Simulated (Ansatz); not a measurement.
# La3TlC (Pm-3m): a soft mode frozen in, part 2 of 2

Which phase does La3TlC (Pm-3m) fall into along its unstable mode, and how much energy does it gain?

Ansatz 0.2.0; DFT PBEsol, scalar-relativistic, plane waves, PAW; PAW set soft_1.

So far, highest frequency on the path or at a solved wavevector (cm⁻¹): step 2 (response at finite wavevector) 384. Also lowest frequency on the path (cm⁻¹): step 2 -151.

### 6. Relaxing from the distorted cell

Starting from the lowest point found, all atoms and the cell are let go, so that strain and other modes of the same symmetry can join in.

The input, input.yaml:

```yaml
crystal:
  lattice:
    - [5.1631067513, 0.0, 0.0]
    - [0.0, 5.1631067513, 0.0]
    - [0.0, 0.0, 5.1631067513]
  atoms:
    - { symbol: La, position: [0.5003170892, -0.0005201208, 0.4996829108] }
    - { symbol: La, position: [0.0005201208, 0.4996829108, 0.4996829108] }
    - { symbol: La, position: [0.5003170892, 0.4996829108, -0.0005201208] }
    - { symbol: Tl, position: [0.000135508, -0.000135508, -0.000135508] }
    - { symbol: C, position: [0.4843448835, 0.5156551165, 0.5156551165] }
kpoints:
  mp_grid: { grid: [8, 8, 8] }
hamiltonian:
  xc: pbesol
  pseudopotentials: { kind: paw, azcp: { folder: soft_1 }, xc_functional: pbe }
scf:
  occupations: { method: methfessel_paxton, width: 0.2 }
output:
  forces: true
  stress: true
  eigenvalues: true
relax:
  adjacent_minimum: "off"
  f_tol: 0.002
  max_steps: 120
  cell: { stress_tol: 0.03 }
```

On the command line:

```
$ ansatz run input.yaml --threads 4 --pin off --max-ram 10240MiB --backend cpu --events-out ev --progress --plain --runs-dir out
```

Numbers of over 12 decimals in the logs are rounded to 6 here.

Log:

```text
[...]
Crystal: 5 atoms, lattice volume = 137.636 Å³
Basis set: ecut = 420 eV, 2721 PW (Γ), exchange–correlation on 72×72×72 points (8 copies of the dense FFT grid, shifted against one another)
Bands: 30, of which v1, the nominal top of the filled ones, is band 25 counted from 1 (24 counted from 0)
Symmetry: 6 space group operations
[...]
k-points: 65 of 512 (time reversal used)
[...]
SCF iter   1: F=—  HF=-30032.679541 eV  |F-HF|=—  |Δ(HF+E_count)|=         —  Δρ=5.18e-2  dr2=1.15e1  ethr=3.10e-3  ⟨swp⟩=4.8  Hψ=8394  notcnv=0
[...]
SCF iter   9: F=-30030.229738 eV  HF=-30030.229738 eV  |F-HF|=3.10e-8  |Δ(HF+E_count)|=   7.48e-9  S|Δr|=    0.00e0  Δρ=3.57e-6  dr2=4.37e-8  ethr=2.00e-10  ⟨swp⟩=11.0  Hψ=11459  notcnv=0
SCF 1 converged in 9 iterations: F = -30030.229738 eV  dr2 = 4.37e-8
[...]
relax step   1: F+E_penalty+E_count = -30030.22973778 eV  Δ(F+E_penalty+E_count) = +0.000e0 eV  max|allowed force component| = 1.141e-2 eV/Å  Δτ_max = 0.0000 Å  P = +0.030 GPa  Ω = 137.636 Å³  (9 SCF iters, dr2 threshold 1.00e-7 eV, accepted)
Crystal: 5 atoms, lattice volume = 137.721 Å³
[...]
SCF iter   7: F=-30030.227003 eV  HF=-30030.227003 eV  |F-HF|=1.38e-10  |Δ(HF+E_count)|=  3.06e-10  S|Δr|=    0.00e0  Δρ=1.16e-6  dr2=1.84e-9  ethr=2.75e-11  ⟨swp⟩=9.0  Hψ=11803  notcnv=0
SCF 2 converged in 7 iterations: F = -30030.227003 eV  dr2 = 1.84e-9
relax step   2: F+E_penalty+E_count = -30030.22700260 eV  Δ(F+E_penalty+E_count) = +2.735e-3 eV  max|allowed force component| = 1.138e-1 eV/Å  Δτ_max = 0.0202 Å  P = -0.127 GPa  Ω = 137.721 Å³  energy of the carried Pulay correction = -1.502e-5 eV  (7 SCF iters, dr2 threshold 1.37e-8 eV, rejected (line search))
Crystal: 5 atoms, lattice volume = 137.676 Å³
[...]
SCF iter   9: F=-30030.229879 eV  HF=-30030.229879 eV  |F-HF|=1.09e-11  |Δ(HF+E_count)|=  1.46e-11  S|Δr|=    0.00e0  Δρ=4.64e-8  dr2=3.62e-12  ethr=1.00e-12  ⟨swp⟩=8.6  Hψ=12429  notcnv=0
SCF 3 converged in 9 iterations: F = -30030.229879 eV  dr2 = 3.62e-12
[...]
relax step   3: F+E_penalty+E_count = -30030.22987924 eV  Δ(F+E_penalty+E_count) = -1.415e-4 eV  max|allowed force component| = 1.022e-2 eV/Å  Δτ_max = 0.0041 Å  P = -0.006 GPa  Ω = 137.676 Å³  energy of the carried Pulay correction = -6.972e-6 eV  (9 SCF iters, accepted)
[...]
relax step   4: F+E_penalty+E_count = -30030.22990692 eV  Δ(F+E_penalty+E_count) = -2.768e-5 eV  max|allowed force component| = 1.022e-2 eV/Å  Δτ_max = 0.0015 Å  P = -0.012 GPa  Ω = 137.690 Å³  energy of the carried Pulay correction = -9.469e-6 eV  (5 SCF iters, dr2 threshold 6.53e-9 eV, accepted)
[...]
relax step   5: F+E_penalty+E_count = -30030.22999298 eV  Δ(F+E_penalty+E_count) = -8.606e-5 eV  max|allowed force component| = 2.731e-3 eV/Å  Δτ_max = 0.0070 Å  P = -0.005 GPa  Ω = 137.681 Å³  energy of the carried Pulay correction = -8.003e-6 eV  (6 SCF iters, dr2 threshold 6.52e-9 eV, accepted)
[...]
relax step   6: F+E_penalty+E_count = -30030.23000471 eV  Δ(F+E_penalty+E_count) = -1.174e-5 eV  max|allowed force component| = 2.755e-4 eV/Å  Δτ_max = 0.0023 Å  P = -0.010 GPa  Ω = 137.700 Å³  energy of the carried Pulay correction = -1.123e-5 eV  (6 SCF iters, dr2 threshold 2.66e-9 eV, accepted)
[...]
SCF iter   5: F=-30030.230019 eV  HF=-30030.230019 eV  |F-HF|=0.00e0  |Δ(HF+E_count)|=  7.28e-12  S|Δr|=    0.00e0  Δρ=5.15e-8  dr2=2.90e-12  ethr=1.00e-12  ⟨swp⟩=5.3  Hψ=9701  notcnv=0
SCF 7 converged in 5 iterations: F = -30030.230019 eV  dr2 = 2.90e-12
relax step   7: F+E_penalty+E_count = -30030.23001923 eV  Δ(F+E_penalty+E_count) = -1.452e-5 eV  max|allowed force component| = 2.775e-4 eV/Å  Δτ_max = 0.0000 Å  P = -0.010 GPa  Ω = 137.700 Å³  stress off target by 1.41e-2 GPa  SCF on the basis re-selected at this cell (its energy is not comparable with the rows above)  (5 SCF iters)
basis re-selected at this cell: Δ(F+E_penalty+E_count) = -1.452e-5 eV, ΔP = +0.000 GPa vs the last step (what re-selecting the basis moved, of the pressure what is left beyond the Pulay correction that the steps carried, after the strain that the cell walked since its last selection, with what the two solves' SCF thresholds leave and, on support functions, any second-order correction that the steps lacked; it is no m [...]
SCF converged after 5 iterations
[...]
Free energy (F): -30030.230019 eV
[...]
Internal energy: -30030.227590 eV  (E = F + TS)
E sigma→0 (E₀):  -30030.229412 eV
Entropy (-TS):   -0.002429 eV (-0.486 meV/atom)
Fermi energy:    11.222760 eV
[...]
--- Forces (eV/Å), atoms counted from 1 ---
  atom   1  La    -0.00013567     0.00009334     0.00013567
  atom   2  La    -0.00009334     0.00013567     0.00013567
  atom   3  La    -0.00013567     0.00013567     0.00009334
  atom   4  Tl     0.00008747    -0.00008747    -0.00008747
  atom   5  C      0.00027763    -0.00027763    -0.00027763
  max |Σ_I F_I| component: 4.09e-7 eV/Å
--- Stress (GPa, compression-positive) ---
       -0.010082      -0.003995      -0.003995
       -0.003995      -0.010082       0.003995
       -0.003995       0.003995      -0.010082
  P = ⅓ Tr σ = -0.0101 GPa (-0.101 kbar)
--- Band table (eV; the first three rows and the last of 65) ---
  k-point 0: bands = [... 21 lower, 10.5992, 10.7098, 10.7098, 11.3250, 11.3250, 11.5068, 12.2770, 12.2864, ... 1 higher]
  k-point 1: bands = [... 21 lower, 10.5789, 10.6084, 10.8479, 11.0716, 11.3535, 11.4780, 12.0611, 12.2481, ... 1 higher]
  k-point 2: bands = [... 21 lower, 10.4810, 10.5644, 10.8311, 11.2334, 11.2598, 11.3688, 12.0871, 12.3791, ... 1 higher]
  k-point 64: bands = [... 21 lower, 8.0633, 11.6317, 11.6435, 11.6435, 12.6169, 12.6169, 12.6310, 12.8261, ... 1 higher]
--- Relaxed structure (6 steps of the walk, 5 accepted, 1 SCFs on fresh bases) ---
  F+E_penalty+E_count = -30030.23001923 eV   max|allowed force component| = 2.775e-4 eV/Å   (the final SCF, on the basis selected at the relaxed cell)
  cell:  # Å, volume = 137.6996 Å³
    - [5.163897, -0.00222547, -0.00222547]
    - [-0.00222547, 5.163897, 0.00222547]
    - [-0.00222547, 0.00222547, 5.163897]
  atoms:
    - { symbol: La, position: [0.500886, -0.000496017, 0.499114] }
    - { symbol: La, position: [0.000496017, 0.499114, 0.499114] }
    - { symbol: La, position: [0.500886, 0.499114, -0.000496017] }
    - { symbol: Tl, position: [0.000694011, -0.000694011, -0.000694011] }
    - { symbol: C, position: [0.482672, 0.517328, 0.517328] }
```

Run time: 65 s. Hardware: 4 threads of Arm Neoverse V1, shared host; peak memory 0.59 GiB; 4.3 min of CPU time.

Relaxation path:

```csv
step,energy less that of the first step (eV),largest force component (eV/Å),pressure (GPa),volume (Å³)
1,0.0000,0.0114,0.03,137.64
2,0.0027,0.1138,-0.13,137.72
3,-0.0001,0.0102,-0.01,137.68
4,-0.0002,0.0102,-0.01,137.69
5,-0.0003,0.0027,0.00,137.68
6,-0.0003,0.0003,-0.01,137.70
7*,-0.0003,0.0003,-0.01,137.70
```

Relaxation steps marked * repeat the geometry before them on a plane-wave basis chosen anew for their cell, so energy and pressure can jump there. Relaxation step 2 was tried and not accepted.

Forces are held to the 6 operations that the run works with; a distortion that breaks them can't arise in this run.

```csv
"conventional cell, symmetrised",before,after,change
a (Å),7.302,7.300,-0.0 %
b (Å),7.302,7.300,-0.0 %
c (Å),8.943,8.952,+0.1 %
volume (Å³/atom),27.53,27.54,+0.0 %
```

The atoms that moved most (Å, as changes of fractional coordinates times the final cell):

```csv
atom,dx,dy,dz,length
C5,-0.009,0.009,0.009,0.015
```

The relaxed structure:

```xyz
5
Lattice="5.1639 -0.0022 -0.0022 -0.0022 5.1639 0.0022 -0.0022 0.0022 5.1639" Properties=species:S:1:pos:R:3 pbc="T T T"
La    2.5854   -0.0026    2.5763
La    0.0003    2.5785    2.5785
La    2.5854    2.5763   -0.0026
Tl    0.0036   -0.0036   -0.0036
C     2.4902    2.6715    2.6715
```

Numbers from this step:

```
pressure        : -0.01008 GPa
volume per atom : 27.54 Å³
```

The distorted start has space group R3m; the relaxation ends in R3m.

### 7. The new phase in its own primitive cell

The relaxed structure is symmetrised, reduced to its primitive cell and relaxed tightly, as its phonons need.

input.yaml, the sections that differ from step 6:

```yaml
crystal:
  lattice:
    - [3.6498532303, 2.107243745, 2.9839473032]
    - [-3.6498532303, 2.107243745, 2.9839473032]
    - [0.0, -4.2144874901, 2.9839473032]
  atoms:
    - { symbol: La, position: [0.0004960168, 0.500886378, 0.500886378] }
    - { symbol: La, position: [0.500886378, 0.500886378, 0.0004960168] }
    - { symbol: La, position: [0.500886378, 0.0004960168, 0.500886378] }
    - { symbol: Tl, position: [0.000694011, 0.000694011, 0.000694011] }
    - { symbol: C, position: [0.4826719068, 0.4826719068, 0.4826719068] }
kpoints:
  mp_grid: { grid: [9, 9, 9] }
relax:
  adjacent_minimum: "off"
  f_tol: 0.001
  max_steps: 60
  cell: { stress_tol: 0.01 }
# hamiltonian, scf, output: as in step 6
```

Log:

```text
[...]
Crystal: 5 atoms, lattice volume = 137.700 Å³
Basis set: ecut = 420 eV, 2721 PW (Γ), exchange–correlation on 72×72×72 points (8 copies of the dense FFT grid, shifted against one another)
Bands: 30, of which v1, the nominal top of the filled ones, is band 25 counted from 1 (24 counted from 0)
Symmetry: 6 space group operations
[...]
k-points: 85 of 729 (time reversal used)
[...]
cell:  # Å, volume = 137.6219 Å³
    - [3.648927, 2.106709, 2.983779]
    - [-3.648927, 2.106709, 2.983779]
    - [0, -4.213418, 2.983779]
  atoms:
    - { symbol: La, position: [0.000484572, 0.500903, 0.500903] }
    - { symbol: La, position: [0.500903, 0.500903, 0.000484572] }
    - { symbol: La, position: [0.500903, 0.000484572, 0.500903] }
    - { symbol: Tl, position: [0.00071577, 0.00071577, 0.00071577] }
    - { symbol: C, position: [0.482629, 0.482629, 0.482629] }
[key lines of the parts left out:]
SCF converged after 5 iterations
Free energy (F): -30030.233512 eV
Fermi energy:    11.229606 eV
P = ⅓ Tr σ = 0.0000 GPa (0.000 kbar)
```

Wall time 72 s (4 threads); peak memory 0.65 GiB; 4.7 min of CPU time.

Little changed from the start: no atom moved by 0.005 Å and no cell edge by 0.1 %.

This step gave:

```yaml
pressure: 2.66e-5 GPa
volume_per_atom: 27.52 Å³
```

The largest force component left is 0.65 meV/Å and the pressure is 0.000 GPa, within the tolerances set. The cell now holds 27.52 Å³/atom.

### 8. Modes of the new phase, k-mesh 9×9×9

A relaxed structure may still be a saddle point, so its zone-centre modes are computed. No field response is asked, since the mesh shows no gap.

input.yaml, the sections that differ from step 7:

```yaml
crystal:
  lattice:
    - [3.6489271713, 2.1067090846, 2.9837786553]
    - [-3.6489271713, 2.1067090846, 2.9837786553]
    - [0.0, -4.2134181692, 2.9837786553]
  atoms:
    - { symbol: La, position: [0.0004845719, 0.5009025996, 0.5009025996] }
    - { symbol: La, position: [0.5009025996, 0.5009025996, 0.0004845719] }
    - { symbol: La, position: [0.5009025996, 0.0004845719, 0.5009025996] }
    - { symbol: Tl, position: [0.0007157702, 0.0007157702, 0.0007157702] }
    - { symbol: C, position: [0.4826291492, 0.4826291492, 0.4826291492] }
output:
  eigenvalues: true
phonons:
  method: dfpt
# kpoints, hamiltonian, scf: as in step 7
# relax: removed
```

Log:

```text
[...]
Crystal: 5 atoms, lattice volume = 137.622 Å³
Basis set: ecut = 420 eV, 2721 PW (Γ), exchange–correlation on 72×72×72 points (8 copies of the dense FFT grid, shifted against one another)
Bands: 30, of which v1, the nominal top of the filled ones, is band 25 counted from 1 (24 counted from 0)
Symmetry: 6 space group operations
k-points: 365 of 729 (irreducible under 1 space group operation, time reversal used)
[...]
SCF iter   1: F=—  HF=-30032.665574 eV  |F-HF|=—  |Δ(HF+E_count)|=         —  Δρ=5.19e-2  dr2=1.16e1  ethr=3.10e-3  ⟨swp⟩=4.9  Hψ=46848  notcnv=0
[...]
SCF iter  12: F=-30030.233512 eV  HF=-30030.233512 eV  |F-HF|=1.46e-11  |Δ(HF+E_count)|=  7.28e-12  S|Δr|=    0.00e0  Δρ=4.61e-8  dr2=3.67e-12  ethr=1.00e-12  ⟨swp⟩=18.8  Hψ=86711  notcnv=0
SCF 1 converged in 12 iterations: F = -30030.233512 eV  dr2 = 3.67e-12
[...]
DFPT response loops at Γ: preconditioner auto → Kerker (q_TF=auto, 2.305 Å⁻¹) (partly filled bands, converged f_vac=0.000); β = 1.00, the filter's whole step (`scf.mixing.beta` (0.50) is not read by the response loops under this deck's `scf.mixing.preconditioner`; to damp them name `kerker` or `kerker_dos`, under which they read `scf.mixing.beta`, and type it under 1.00, their step now; both keys bind the ground state too); Broyden in place of MSR1
SCF converged after 12 iterations
[...]
Free energy (F): -30030.233512 eV
[...]
Internal energy: -30030.235704 eV  (E = F + TS)
E sigma→0 (E₀):  -30030.234060 eV
Entropy (-TS):   0.002192 eV (0.438 meV/atom)
Fermi energy:    11.229606 eV
[...]
--- Band table (eV; the first three rows and the last of 365) ---
  k-point 0: bands = [... 21 lower, 10.6068, 10.7172, 10.7172, 11.3353, 11.3353, 11.5175, 12.2836, 12.2935, ... 6 higher]
  k-point 1: bands = [... 21 lower, 10.5900, 10.6186, 10.8267, 11.1315, 11.3615, 11.4919, 12.0942, 12.2584, ... 6 higher]
  k-point 2: bands = [... 21 lower, 10.5158, 10.5718, 10.8502, 11.1409, 11.3054, 11.4152, 12.0507, 12.3303, ... 6 higher]
  k-point 364: bands = [... 21 lower, 10.2843, 10.4276, 10.4484, 10.8998, 11.3976, 11.9880, 12.5945, 12.7766, ... 6 higher]
--- Phonons (Γ-DFPT): 6 representative perturbations + reference, on 365 of 729 k-points (Σ response iterations 24) ---
  k mesh reduced under 1 symmetry operation, with k and −k counted as one. Each operation leaves every solved perturbation unchanged. A smaller set is not used because it would not reduce the number of displacements times k-points to solve
  ASR residual: 1.877e-5 → 0.000e0 eV/Å²; symmetrization residual: 2.790e-6 eV/Å²
  ASR residual per site (eV/Å²): 1.34e-5 1.76e-5 1.34e-5 1.88e-5 1.14e-5
[...]
non-analytic LO–TO correction: not included (Born effective charges unavailable; polar crystals: no LO–TO splitting at Γ)
```

Elapsed: 8 min, on 4 threads; peak memory 6.3 GiB; 30 min of CPU time.

This step gave:

```yaml
sum_rule_residual_before_enforcement: 1.88e-5 eV/Å²
point_group: 3m
highest_optical_mode_at_the_zone_centre_no_lo_to_term: 194.9 cm⁻¹
lowest_optical_zone_centre_mode: -64.06 cm⁻¹
```

Patterns of degenerate modes are one choice out of their space. Modes at Γ, with each element's share of the kinetic energy (negative means imaginary):

```csv
mode,frequency (cm⁻¹),symmetry,La %,Tl %,C %
1,-64.1,E,70,0,30
2,-64.1,E,70,0,30
3,-29.2,A2,100,0,0
4,0.0,acoustic,66,32,2
5,0.0,acoustic,66,32,2
6,0.0,acoustic,66,32,2
7,57.2,E,30,66,4
8,57.2,E,30,66,4
9,58.7,A1,32,68,1
10,67.1,E,37,2,62
11,67.1,E,37,2,62
12,129.2,A1,94,0,6
13,133.3,E,97,0,3
14,133.3,E,97,0,3
15,194.9,A1,9,0,91
```

Displacements in mode 1 (-64.1 cm⁻¹), the largest set to 1:
```
La1  0.20 -0.04 -0.22
La2 -0.10  0.17  0.24
La3 -0.13 -0.19 -0.03
Tl4 -0.01 -0.01  0.00
C5   0.45  1.00  0.00
```

Displacements in mode 15 (194.9 cm⁻¹), the largest set to 1:
```
La1 -0.04 -0.02 -0.03
La2  0.00  0.05 -0.03
La3  0.04 -0.02 -0.03
Tl4  0.00  0.00  0.00
C5   0.00  0.00  1.00
```

Before it was imposed, the acoustic sum rule was missed by 1.9e-5 eV/Å². Small misses are needed for a sound result but don't prove that mesh and cutoff are converged. The lowest optical mode is imaginary, 64.1i cm⁻¹, so the energy falls along it.

### 9. Outcome

```json
{
 "unstable mode of the parent": "q = (0, 0, 0), 151i cm⁻¹",
 "depth at the lowest point sampled": "1.12 meV/atom",
 "largest atomic shift at that point": "0.14 Å",
 "space group reached (within 0.01 Å)": "R3m",
 "energy gained over the parent (first relaxation, on the mesh of the frozen mode)": "1.19 meV/atom",
 "volume per atom, phase reached": "27.5 Å³",
 "lowest optical zone-centre mode, phase reached": "-64.1 cm⁻¹",
 "highest optical mode at the zone centre (no LO-TO term), phase reached": "195 cm⁻¹"
}
```

What this shows: Along this mode the structure falls into R3m, 1.19 meV/atom below the parent. At the parent's cell the well is 1.116 meV/atom deep on the steps tried, with its lowest point at a shift of 0.14 Å. Relaxing atoms and cell changes the gain by +0.07 meV/atom against the lowest step (energies at zero smearing). The new phase still has an imaginary mode at the zone centre of its cell, so it is a saddle point on the way to a lower structure. Of the 5 patterns followed to their end from this parent, this one ends 4.77 meV/atom above the lowest, Amm2. Another end point lies within 1 meV/atom; how such a difference moves with mesh and cutoff was not tested. Each path keeps the symmetry of its pattern, so a lower phase may lie along a pattern not tried. With no gap, or one that is small against the smearing, the frequencies hang on the k mesh and the smearing, most of all near Kohn anomalies. Spin-orbit coupling is left out, which can matter for the heavy elements here. The PAW files were made for PBE and serve the other functionals too. A phonon run warned that its eigensolver left some bands unconverged in a pass.

[Logs are printed without paths, hosts, clocks, repeated set-up lines and the standing remarks that a program may print on its own settings, such as how far it seeks lower states.]

[Hosts, paths, dates, database ids (printed as entryN), source tags and the programs' standing remarks are cut or masked in the printed files.]
